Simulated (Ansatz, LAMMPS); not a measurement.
# A frame of liquid mixture of 1,4-dioxane and H2O from 300 K (184 atoms): where an added charge goes

Aim: add and remove one electron in a frame of liquid mixture of 1,4-dioxane and H2O from 300 K (184 atoms), with atoms held and relaxed, and read trapping energy and localisation.

Method: Kohn-Sham DFT, PBE+D4, PAW (set soft_2), plane waves, in Ansatz 0.2.0.

**1. Set-up**

The cell holds 184 atoms: 32 C, 40 O and 112 H. Its edges and angles: a = 12.287 Å, b = 12.287 Å, c = 12.287 Å, α = 90.0°, β = 90.0°, γ = 90.0°. 8 1,4-dioxane, 24 H2O placed at random, at 1.02 g/cm³; overlaps pushed apart, then 10 ps at 450 K with MMFF94 bonds, angles, torsions, charges and radii (Halgren, J. Comput. Chem. 17, 490 (1996)) in harmonic and 12-6 forms; SPC/E water (Berendsen, Grigera and Straatsma, J. Phys. Chem. 91, 6269 (1987)). Snapshot after 20 ps at 300 K and fixed volume.

What the set-up can't give: The network of contacts between molecules at the start is that of the classical potential that made the cell, and needn't be the one that DFT or experiment would give. Only the Γ point is sampled, in a cell whose shortest periodic width is 12 Å. The liquid is relaxed first, so the results are those of a frozen frame at zero temperature.

**2. Single point at the start**

A single point comes first, to see the forces before anything moves.

Contents of input.yaml:

```yaml
crystal:
  lattice:
    - [12.28703, 0.0, 0.0]
    - [0.0, 12.28703, 0.0]
    - [0.0, 0.0, 12.28703]
  atoms:
    - { symbol: C, position: [0.39103, 0.07135, 0.90308] }
    - { symbol: C, position: [0.39764, 0.12648, 0.01775] }
    - { symbol: O, position: [0.39119, 0.24426, 0.00659] }
    - { symbol: C, position: [0.37236, 0.28298, 0.9016] }
    - { symbol: C, position: [0.2768, 0.21605, 0.85376] }
    - { symbol: O, position: [0.29944, 0.10351, 0.83515] }
    - { symbol: H, position: [0.38887, 0.98058, 0.91306] }
    - { symbol: H, position: [0.46552, 0.0877, 0.8612] }
    - { symbol: H, position: [0.32794, 0.10282, 0.0608] }
    - { symbol: H, position: [0.47183, 0.10326, 0.06419] }
    - { symbol: H, position: [0.35305, 0.37096, 0.90687] }
    - { symbol: H, position: [0.44913, 0.27798, 0.85571] }
    - { symbol: H, position: [0.25849, 0.24612, 0.77278] }
    - { symbol: H, position: [0.20263, 0.21562, 0.90507] }
    - { symbol: C, position: [0.66964, 0.20192, 0.58182] }
    - { symbol: C, position: [0.65068, 0.29672, 0.66116] }
    - { symbol: O, position: [0.57126, 0.37492, 0.63021] }
    - { symbol: C, position: [0.47461, 0.31855, 0.59564] }
    - { symbol: C, position: [0.49511, 0.22625, 0.51267] }
    - { symbol: O, position: [0.57186, 0.14657, 0.54965] }
    - { symbol: H, position: [0.73054, 0.14846, 0.60822] }
    - { symbol: H, position: [0.70596, 0.23545, 0.50656] }
    - { symbol: H, position: [0.62342, 0.26626, 0.73548] }
    - { symbol: H, position: [0.72286, 0.33698, 0.68543] }
    - { symbol: H, position: [0.44506, 0.2767, 0.66474] }
    - { symbol: H, position: [0.41019, 0.3736, 0.57032] }
    - { symbol: H, position: [0.5293, 0.26318, 0.43618] }
    - { symbol: H, position: [0.41406, 0.18574, 0.49492] }
    - { symbol: C, position: [0.99198, 0.11789, 0.09209] }
    - { symbol: C, position: [0.07005, 0.07584, 0.17405] }
    - { symbol: O, position: [0.06944, 0.95668, 0.18386] }
    - { symbol: C, position: [0.03448, 0.90983, 0.08341] }
    [... 146 atom lines left out ...]
    - { symbol: O, position: [0.04109, 0.34707, 0.44336] }
    - { symbol: H, position: [0.03985, 0.39586, 0.50849] }
    - { symbol: H, position: [0.07265, 0.38721, 0.37999] }
    - { symbol: O, position: [0.3524, 0.31848, 0.26958] }
    - { symbol: H, position: [0.35041, 0.30569, 0.18923] }
    - { symbol: H, position: [0.32287, 0.2532, 0.30818] }
kpoints:
  mp_grid: { grid: [1, 1, 1] }
hamiltonian:
  xc: pbe
  dispersion: d4
scf:
  occupations: { method: fixed }
output:
  forces: true
```

Command:

```console
$ ansatz run input.yaml --threads 4 --pin off --max-ram 8192MiB --backend cpu --events-out ev --progress --plain --runs-dir out
```

Numbers of over 12 decimals in the logs are rounded to 6 here.

The log of the run:

```text
[...]
Pseudopotentials: kind: paw
Pseudopotential: C, paw, valence charge 4, recommended cutoff 420 eV (normal), C.paw.azcp
Pseudopotential: O, paw, valence charge 6, recommended cutoff 420 eV (normal), O.paw.azcp
Pseudopotential: H, paw, valence charge 1, recommended cutoff 420 eV (normal), H.paw.azcp
[... 5 lines on functional and potentials left out ...]
Crystal: 184 atoms, lattice volume = 1854.987 Å³
Basis set: ecut = 420 eV, 36257 PW (Γ), exchange–correlation on 180×180×180 points (8 copies of the dense FFT grid, shifted against one another)
Bands: 424, of which v1, the nominal top of the filled ones, is band 240 counted from 1 (239 counted from 0)
Symmetry: 1 space group operations
Space group: P1 (ITA 1), of the structure as read, at distance tolerance 1.2e-4 Å
k-points: 1
[... 7 lines on functional and potentials left out ...]
Initial density: superposition of atomic densities (neutral atoms: chi_scale 0, normalization atom), corrected by the library's trained network
Initial wavefunctions: pseudopotential atomic-orbital guess
[...]
SCF iter   1: F=—  HF=-32511.218747 eV  |F-HF|=—  |Δ(HF+E_count)|=         —  Δρ=5.67e-3  dr2=7.35e-1  ethr=1.77e-3  ⟨swp⟩=5.0  Hψ=1343  notcnv=0  defer=180
preconditioner: auto → Resta (q_TF=auto, 2.178 Å⁻¹)  ε∞=2.2  [insulator: Δε(μ)=4.467 eV  Ē_g=17.053 eV  n_scr=340 (ndim 8)  ℏωp=18.9 eV  f_vac=0.267  ε∞_Penn≈2.2]
SCF iter   2: F=—  HF=-32511.044713 eV  |F-HF|=—  |Δ(HF+E_count)|=   1.74e-1  Δρ=3.04e-3  dr2=1.48e-1  ethr=1.53e-4  ⟨swp⟩=2.0  Hψ=660  notcnv=0  defer=182
SCF iter   3: F=—  HF=-32511.024389 eV  |F-HF|=—  |Δ(HF+E_count)|=   2.03e-2  Δρ=1.24e-3  dr2=4.15e-2  ethr=3.07e-5  ⟨swp⟩=3.0  Hψ=481  notcnv=0  defer=70
automatic band count: iteration 3 solves 312 bands in place of 424: the levels show a gap, and the empty bands left out lie too high to hold charge; the band table lists the bands solved (type scf.n_extra_bands for more)
SCF iter   4: F=—  HF=-32511.020864 eV  |F-HF|=—  |Δ(HF+E_count)|=   3.53e-3  Δρ=3.82e-4  dr2=3.67e-3  ethr=8.65e-6  ⟨swp⟩=4.0  Hψ=482  notcnv=0  defer=70
SCF iter   5: F=—  HF=-32511.020810 eV  |F-HF|=—  |Δ(HF+E_count)|=   5.38e-5  Δρ=1.66e-4  dr2=5.01e-4  ethr=7.65e-7  ⟨swp⟩=2.0  Hψ=549  notcnv=0  defer=70
[...]
SCF iter   9: F=—  HF=-32511.023843 eV  |F-HF|=—  |Δ(HF+E_count)|=   2.00e-7  Δρ=2.92e-6  dr2=1.38e-7  ethr=2.72e-10  ⟨swp⟩=2.0  Hψ=480  notcnv=0  defer=69
SCF iter  10: F=-32511.023843 eV  HF=-32511.023843 eV  |F-HF|=7.16e-9  |Δ(HF+E_count)|=   1.72e-8  Δρ=9.06e-7  dr2=1.60e-8  ethr=2.08e-11  ⟨swp⟩=4.0  Hψ=928  notcnv=0
SCF 1 converged in 10 iterations: F = -32511.023843 eV  dr2 = 1.60e-8
[...]
SCF converged after 10 iterations
Free energy (F): -32511.023843 eV
Harris-Foulkes:  -32511.023843 eV  (|F-HF|=7.16e-9)
Internal energy: -32511.023843 eV  (E = F + TS)
E sigma→0 (E₀):  -32511.023843 eV
Fermi energy:    -0.985733 eV
--- Per-component energies (eV) ---
[...]
Σ components = -32511.023843   (vs F -32511.023843, Δ=0.00e0)
--- Forces (eV/Å), atoms counted from 1 ---
  atom   1  C     -0.26442444    -1.02587066     0.73550491
  atom   2  C      0.49761177     0.48721828    -2.32313818
  atom   3  O      0.67401907    -0.09284973     1.91166967
  atom   4  C     -0.84788463    -0.62540603    -0.34486628
[...]
atom 184  H     -0.22459790     0.69547403    -0.47311010
  max |Σ_I F_I| component: 4.59e-5 eV/Å
```

The job ended after 22 s (4 threads of Arm Neoverse V1, shared host; peak memory 2.2 GiB; 82 s of CPU time).

The r.m.s. force at the start is 0.74 eV/Å.

**3. Relaxation**

The atoms are relaxed in the fixed cell, aiming at the force tolerance of the input.

Contents of input.yaml:

```yaml
crystal:
  lattice:
    - [12.28703, 0.0, 0.0]
    - [0.0, 12.28703, 0.0]
    - [0.0, 0.0, 12.28703]
  atoms:
    [... the 184 atom lines of step 2 ...]
kpoints:
  mp_grid: { grid: [1, 1, 1] }
hamiltonian:
  xc: pbe
  dispersion: d4
scf:
  occupations: { method: fixed }
output:
  forces: true
relax:
  f_tol: 0.06
  max_steps: 150
```

The log of the run:

```text
[...]
Crystal: 184 atoms, lattice volume = 1854.987 Å³
Basis set: ecut = 420 eV, 36257 PW (Γ), exchange–correlation on 180×180×180 points (8 copies of the dense FFT grid, shifted against one another)
Bands: 424, of which v1, the nominal top of the filled ones, is band 240 counted from 1 (239 counted from 0)
Symmetry: 1 space group operations
[...]
k-points: 1
[...]
SCF iter   1: F=—  HF=-32511.218747 eV  |F-HF|=—  |Δ(HF+E_count)|=         —  Δρ=5.67e-3  dr2=7.35e-1  ethr=1.77e-3  ⟨swp⟩=5.0  Hψ=1343  notcnv=0  defer=180
[...]
SCF iter   7: F=-32511.023841 eV  HF=-32511.023842 eV  |F-HF|=8.57e-7  |Δ(HF+E_count)|=   3.61e-5  Δρ=1.97e-5  dr2=6.15e-6  ethr=1.87e-8  ⟨swp⟩=3.0  Hψ=1158  notcnv=0
SCF 1 converged in 7 iterations: F = -32511.023841 eV  dr2 = 6.15e-6
[...]
relax step   1: F+E_penalty+E_count = -32511.02384112 eV  Δ(F+E_penalty+E_count) = +0.000e0 eV  max|allowed force component| = 4.501e0 eV/Å  Δτ_max = 0.0000 Å  (7 SCF iters, dr2 threshold 9.00e-5 eV, accepted)
[... from here on, the SCF cycles and remarks between the steps are left out ...]
relax step   2: F+E_penalty+E_count = -32516.14220250 eV  Δ(F+E_penalty+E_count) = -5.118e0 eV  max|allowed force component| = 1.334e0 eV/Å  Δτ_max = 0.1948 Å  (7 SCF iters, dr2 threshold 1.00e-4 eV, accepted)
relax step   3: F+E_penalty+E_count = -32517.46028982 eV  Δ(F+E_penalty+E_count) = -1.318e0 eV  max|allowed force component| = 1.157e0 eV/Å  Δτ_max = 0.1950 Å  (6 SCF iters, dr2 threshold 1.00e-4 eV, accepted)
relax step   4: F+E_penalty+E_count = -32517.92787987 eV  Δ(F+E_penalty+E_count) = -4.676e-1 eV  max|allowed force component| = 8.088e-1 eV/Å  Δτ_max = 0.2000 Å  (6 SCF iters, dr2 threshold 1.00e-4 eV, accepted)
relax step   5: F+E_penalty+E_count = -32518.29766231 eV  Δ(F+E_penalty+E_count) = -3.698e-1 eV  max|allowed force component| = 1.879e0 eV/Å  Δτ_max = 0.1951 Å  (6 SCF iters, dr2 threshold 1.00e-4 eV, accepted)
relax step   6: F+E_penalty+E_count = -32518.64979717 eV  Δ(F+E_penalty+E_count) = -3.521e-1 eV  max|allowed force component| = 8.875e-1 eV/Å  Δτ_max = 0.2000 Å  (6 SCF iters, dr2 threshold 1.00e-4 eV, accepted)
relax step   7: F+E_penalty+E_count = -32518.87153955 eV  Δ(F+E_penalty+E_count) = -2.217e-1 eV  max|allowed force component| = 9.104e-1 eV/Å  Δτ_max = 0.1947 Å  (6 SCF iters, dr2 threshold 1.00e-4 eV, accepted)
relax step   8: F+E_penalty+E_count = -32519.01434562 eV  Δ(F+E_penalty+E_count) = -1.428e-1 eV  max|allowed force component| = 7.145e-1 eV/Å  Δτ_max = 0.1949 Å  (6 SCF iters, dr2 threshold 1.00e-4 eV, accepted)
relax step   9: F+E_penalty+E_count = -32519.11408803 eV  Δ(F+E_penalty+E_count) = -9.974e-2 eV  max|allowed force component| = 5.699e-1 eV/Å  Δτ_max = 0.1946 Å  (6 SCF iters, dr2 threshold 1.00e-4 eV, accepted)
relax step  10: F+E_penalty+E_count = -32519.19276259 eV  Δ(F+E_penalty+E_count) = -7.867e-2 eV  max|allowed force component| = 1.220e0 eV/Å  Δτ_max = 0.1940 Å  (6 SCF iters, dr2 threshold 1.00e-4 eV, accepted)
relax step  11: F+E_penalty+E_count = -32519.31127563 eV  Δ(F+E_penalty+E_count) = -1.185e-1 eV  max|allowed force component| = 4.513e-1 eV/Å  Δτ_max = 0.2000 Å  (6 SCF iters, dr2 threshold 1.00e-4 eV, accepted)
relax step  12: F+E_penalty+E_count = -32519.37682247 eV  Δ(F+E_penalty+E_count) = -6.555e-2 eV  max|allowed force component| = 2.359e-1 eV/Å  Δτ_max = 0.1910 Å  (6 SCF iters, dr2 threshold 2.79e-5 eV, accepted)
relax step  13: F+E_penalty+E_count = -32519.42372149 eV  Δ(F+E_penalty+E_count) = -4.690e-2 eV  max|allowed force component| = 2.210e-1 eV/Å  Δτ_max = 0.1911 Å  (8 SCF iters, dr2 threshold 7.61e-6 eV, accepted)
relax step  14: F+E_penalty+E_count = -32519.45619529 eV  Δ(F+E_penalty+E_count) = -3.247e-2 eV  max|allowed force component| = 2.173e-1 eV/Å  Δτ_max = 0.1951 Å  (7 SCF iters, dr2 threshold 1.33e-5 eV, accepted)
relax step  15: F+E_penalty+E_count = -32519.48152435 eV  Δ(F+E_penalty+E_count) = -2.533e-2 eV  max|allowed force component| = 6.936e-1 eV/Å  Δτ_max = 0.1756 Å  (6 SCF iters, dr2 threshold 4.14e-5 eV, accepted)
relax step  16: F+E_penalty+E_count = -32519.49289321 eV  Δ(F+E_penalty+E_count) = -1.137e-2 eV  max|allowed force component| = 1.014e0 eV/Å  Δτ_max = 0.1219 Å  (5 SCF iters, dr2 threshold 1.00e-4 eV, accepted)
relax step  17: F+E_penalty+E_count = -32519.53308479 eV  Δ(F+E_penalty+E_count) = -4.019e-2 eV  max|allowed force component| = 1.757e-1 eV/Å  Δτ_max = 0.1726 Å  (6 SCF iters, dr2 threshold 1.00e-4 eV, accepted)
relax step  18: F+E_penalty+E_count = -32519.53493174 eV  Δ(F+E_penalty+E_count) = -1.847e-3 eV  max|allowed force component| = 9.911e-2 eV/Å  Δτ_max = 0.2000 Å  (9 SCF iters, accepted)
relax step  19: F+E_penalty+E_count = -32519.57002663 eV  Δ(F+E_penalty+E_count) = -3.509e-2 eV  max|allowed force component| = 2.425e-1 eV/Å  Δτ_max = 0.1159 Å  (9 SCF iters, accepted)
relax step  20: F+E_penalty+E_count = -32519.58505636 eV  Δ(F+E_penalty+E_count) = -1.503e-2 eV  max|allowed force component| = 2.039e-1 eV/Å  Δτ_max = 0.1245 Å  (6 SCF iters, dr2 threshold 1.87e-5 eV, accepted)
relax step  21: F+E_penalty+E_count = -32519.59687376 eV  Δ(F+E_penalty+E_count) = -1.182e-2 eV  max|allowed force component| = 5.014e-1 eV/Å  Δτ_max = 0.1203 Å  (6 SCF iters, dr2 threshold 2.94e-5 eV, accepted)
relax step  22: F+E_penalty+E_count = -32519.60968653 eV  Δ(F+E_penalty+E_count) = -1.281e-2 eV  max|allowed force component| = 5.054e-1 eV/Å  Δτ_max = 0.0973 Å  (6 SCF iters, dr2 threshold 1.00e-4 eV, accepted)
relax step  23: F+E_penalty+E_count = -32519.62180727 eV  Δ(F+E_penalty+E_count) = -1.212e-2 eV  max|allowed force component| = 3.186e-1 eV/Å  Δτ_max = 0.0991 Å  (6 SCF iters, dr2 threshold 1.00e-4 eV, accepted)
relax step  24: F+E_penalty+E_count = -32519.63890815 eV  Δ(F+E_penalty+E_count) = -1.710e-2 eV  max|allowed force component| = 2.114e-1 eV/Å  Δτ_max = 0.0830 Å  (6 SCF iters, dr2 threshold 4.03e-5 eV, accepted)
relax step  25: F+E_penalty+E_count = -32519.65258944 eV  Δ(F+E_penalty+E_count) = -1.368e-2 eV  max|allowed force component| = 1.519e-1 eV/Å  Δτ_max = 0.0913 Å  (6 SCF iters, dr2 threshold 1.78e-5 eV, accepted)
relax step  26: F+E_penalty+E_count = -32519.66012035 eV  Δ(F+E_penalty+E_count) = -7.531e-3 eV  max|allowed force component| = 2.017e-1 eV/Å  Δτ_max = 0.1399 Å  (7 SCF iters, dr2 threshold 1.02e-5 eV, accepted)
[...]
relax step  29: F+E_penalty+E_count = -32519.66978733 eV  Δ(F+E_penalty+E_count) = +3.429e-3 eV  max|allowed force component| = 1.678e-1 eV/Å  Δτ_max = 0.2000 Å  (7 SCF iters, dr2 threshold 7.44e-6 eV, rejected (line search))
relax step  30: F+E_penalty+E_count = -32519.68110500 eV  Δ(F+E_penalty+E_count) = -7.889e-3 eV  max|allowed force component| = 2.940e-2 eV/Å  Δτ_max = 0.0976 Å  (9 SCF iters, accepted)
relax step  31: F+E_penalty+E_count = -32519.68367405 eV  Δ(F+E_penalty+E_count) = -2.569e-3 eV  max|allowed force component| = 5.317e-2 eV/Å  Δτ_max = 0.0671 Å  (9 SCF iters, accepted)
relax step  32: F+E_penalty+E_count = -32519.68628212 eV  Δ(F+E_penalty+E_count) = -2.608e-3 eV  max|allowed force component| = 7.512e-2 eV/Å  Δτ_max = 0.0739 Å  (9 SCF iters, accepted)
[...]
relax step  39: F+E_penalty+E_count = -32519.70756370 eV  Δ(F+E_penalty+E_count) = -2.802e-3 eV  max|allowed force component| = 1.145e-1 eV/Å  Δτ_max = 0.0335 Å  (5 SCF iters, dr2 threshold 1.47e-5 eV, accepted)
relax step  40: F+E_penalty+E_count = -32519.71244575 eV  Δ(F+E_penalty+E_count) = -4.882e-3 eV  max|allowed force component| = 6.886e-2 eV/Å  Δτ_max = 0.0725 Å  (6 SCF iters, dr2 threshold 9.83e-6 eV, accepted)
relax step  41: F+E_penalty+E_count = -32519.71580231 eV  Δ(F+E_penalty+E_count) = -3.357e-3 eV  max|allowed force component| = 6.054e-2 eV/Å  Δτ_max = 0.1256 Å  (8 SCF iters, accepted)
relax step  42: F+E_penalty+E_count = -32519.71370872 eV  Δ(F+E_penalty+E_count) = +2.094e-3 eV  max|allowed force component| = 2.053e-1 eV/Å  Δτ_max = 0.1415 Å  (9 SCF iters, rejected (line search))
relax step  43: F+E_penalty+E_count = -32519.71938023 eV  Δ(F+E_penalty+E_count) = -3.578e-3 eV  max|allowed force component| = 5.412e-2 eV/Å  Δτ_max = 0.0706 Å  (8 SCF iters, accepted)
relax step  44: F+E_penalty+E_count = -32519.72178438 eV  Δ(F+E_penalty+E_count) = -2.404e-3 eV  max|allowed force component| = 8.310e-2 eV/Å  Δτ_max = 0.0982 Å  (8 SCF iters, accepted)
relax step  45: F+E_penalty+E_count = -32519.72371713 eV  Δ(F+E_penalty+E_count) = -1.933e-3 eV  max|allowed force component| = 1.073e-1 eV/Å  Δτ_max = 0.0610 Å  (6 SCF iters, dr2 threshold 5.52e-6 eV, accepted)
relax step  46: F+E_penalty+E_count = -32519.72692400 eV  Δ(F+E_penalty+E_count) = -3.207e-3 eV  max|allowed force component| = 1.990e-1 eV/Å  Δτ_max = 0.1318 Å  (6 SCF iters, dr2 threshold 1.15e-5 eV, accepted)
relax step  47: F+E_penalty+E_count = -32519.72970807 eV  Δ(F+E_penalty+E_count) = -2.784e-3 eV  max|allowed force component| = 1.796e-1 eV/Å  Δτ_max = 0.0486 Å  (5 SCF iters, dr2 threshold 3.96e-5 eV, accepted)
relax step  48: F+E_penalty+E_count = -32519.73412869 eV  Δ(F+E_penalty+E_count) = -4.421e-3 eV  max|allowed force component| = 2.113e-1 eV/Å  Δτ_max = 0.1466 Å  (6 SCF iters, dr2 threshold 2.63e-5 eV, accepted)
relax step  49: F+E_penalty+E_count = -32519.73694936 eV  Δ(F+E_penalty+E_count) = -2.821e-3 eV  max|allowed force component| = 1.393e-1 eV/Å  Δτ_max = 0.0478 Å  (5 SCF iters, dr2 threshold 3.64e-5 eV, accepted)
relax step  50: F+E_penalty+E_count = -32519.74002331 eV  Δ(F+E_penalty+E_count) = -3.074e-3 eV  max|allowed force component| = 4.810e-2 eV/Å  Δτ_max = 0.0822 Å  (6 SCF iters, dr2 threshold 8.44e-6 eV, accepted)
relax step  51: F+E_penalty+E_count = -32519.74002438 eV  Δ(F+E_penalty+E_count) = -1.069e-6 eV  max|allowed force component| = 4.774e-2 eV/Å  Δτ_max = 0.0000 Å  (4 SCF iters, accepted)
SCF converged after 4 iterations
Free energy (F): -32519.740024 eV
[...]
Internal energy: -32519.740024 eV  (E = F + TS)
E sigma→0 (E₀):  -32519.740024 eV
Fermi energy:    -0.990727 eV
[...]
--- Forces (eV/Å), atoms counted from 1 ---
  atom   1  C      0.01621284     0.00146574     0.00323419
  atom   2  C     -0.00846543     0.01215123    -0.00368714
  atom   3  O      0.00897661     0.00208043     0.02218811
  atom   4  C      0.01271997    -0.04387412    -0.01664350
  atom   5  C     -0.00769938     0.02284690    -0.02078254
  atom   6  O     -0.00401960    -0.00538365     0.01458870
  atom   7  H     -0.00865996    -0.00234337    -0.00284035
  atom   8  H      0.00291834    -0.00297160     0.00107626
  atom   9  H      0.00035246    -0.00318845     0.00023953
  atom  10  H      0.00379997     0.00147293    -0.00398298
  atom  11  H     -0.01523854    -0.00371886     0.00983853
  atom  12  H      0.00880960     0.02062923    -0.01087065
  atom  13  H     -0.00363961     0.00231902     0.00120550
  atom  14  H     -0.00154151    -0.00433771     0.00581520
[...]
atom 183  H      0.00066543     0.00168369     0.00033672
  atom 184  H      0.00133220    -0.00164828     0.00194460
  max |Σ_I F_I| component: 6.57e-5 eV/Å
--- Relaxed structure (51 steps of the walk, 49 accepted, 0 SCFs on fresh bases) ---
  F+E_penalty+E_count = -32519.74002438 eV   max|allowed force component| = 4.774e-2 eV/Å
  atoms:
    - { symbol: C, position: [0.418646, 0.112821, 0.906593] }
    - { symbol: C, position: [0.388150, 0.145167, 0.023095] }
    - { symbol: O, position: [0.385935, 0.261537, 0.032428] }
    - { symbol: C, position: [0.300394, 0.307907, 0.966386] }
[...]
- { symbol: H, position: [0.352761, 0.229874, 0.274625] }
```

Run time: 14 min. Hardware: 4 threads; peak memory 2.2 GiB.

The relaxation converged after 51 steps, 8.72 eV below its start, with a largest force component of 0.048 eV/Å.

(Continued in part 2 of 4.)

[Logs are printed without paths, hosts, clocks, repeated set-up lines and the standing remarks that a program may print on its own settings, such as how far it seeks lower states.]

[Hosts, paths, dates, database ids (printed as entryN), source tags and the programs' standing remarks are cut or masked in the printed files.]

[The MMFF94 radii named for the starting cell were scaled by 0.96; in molecules described by MMFF94, hydrogen bound to N, O or S took a small fixed 12-6 site in their place.]
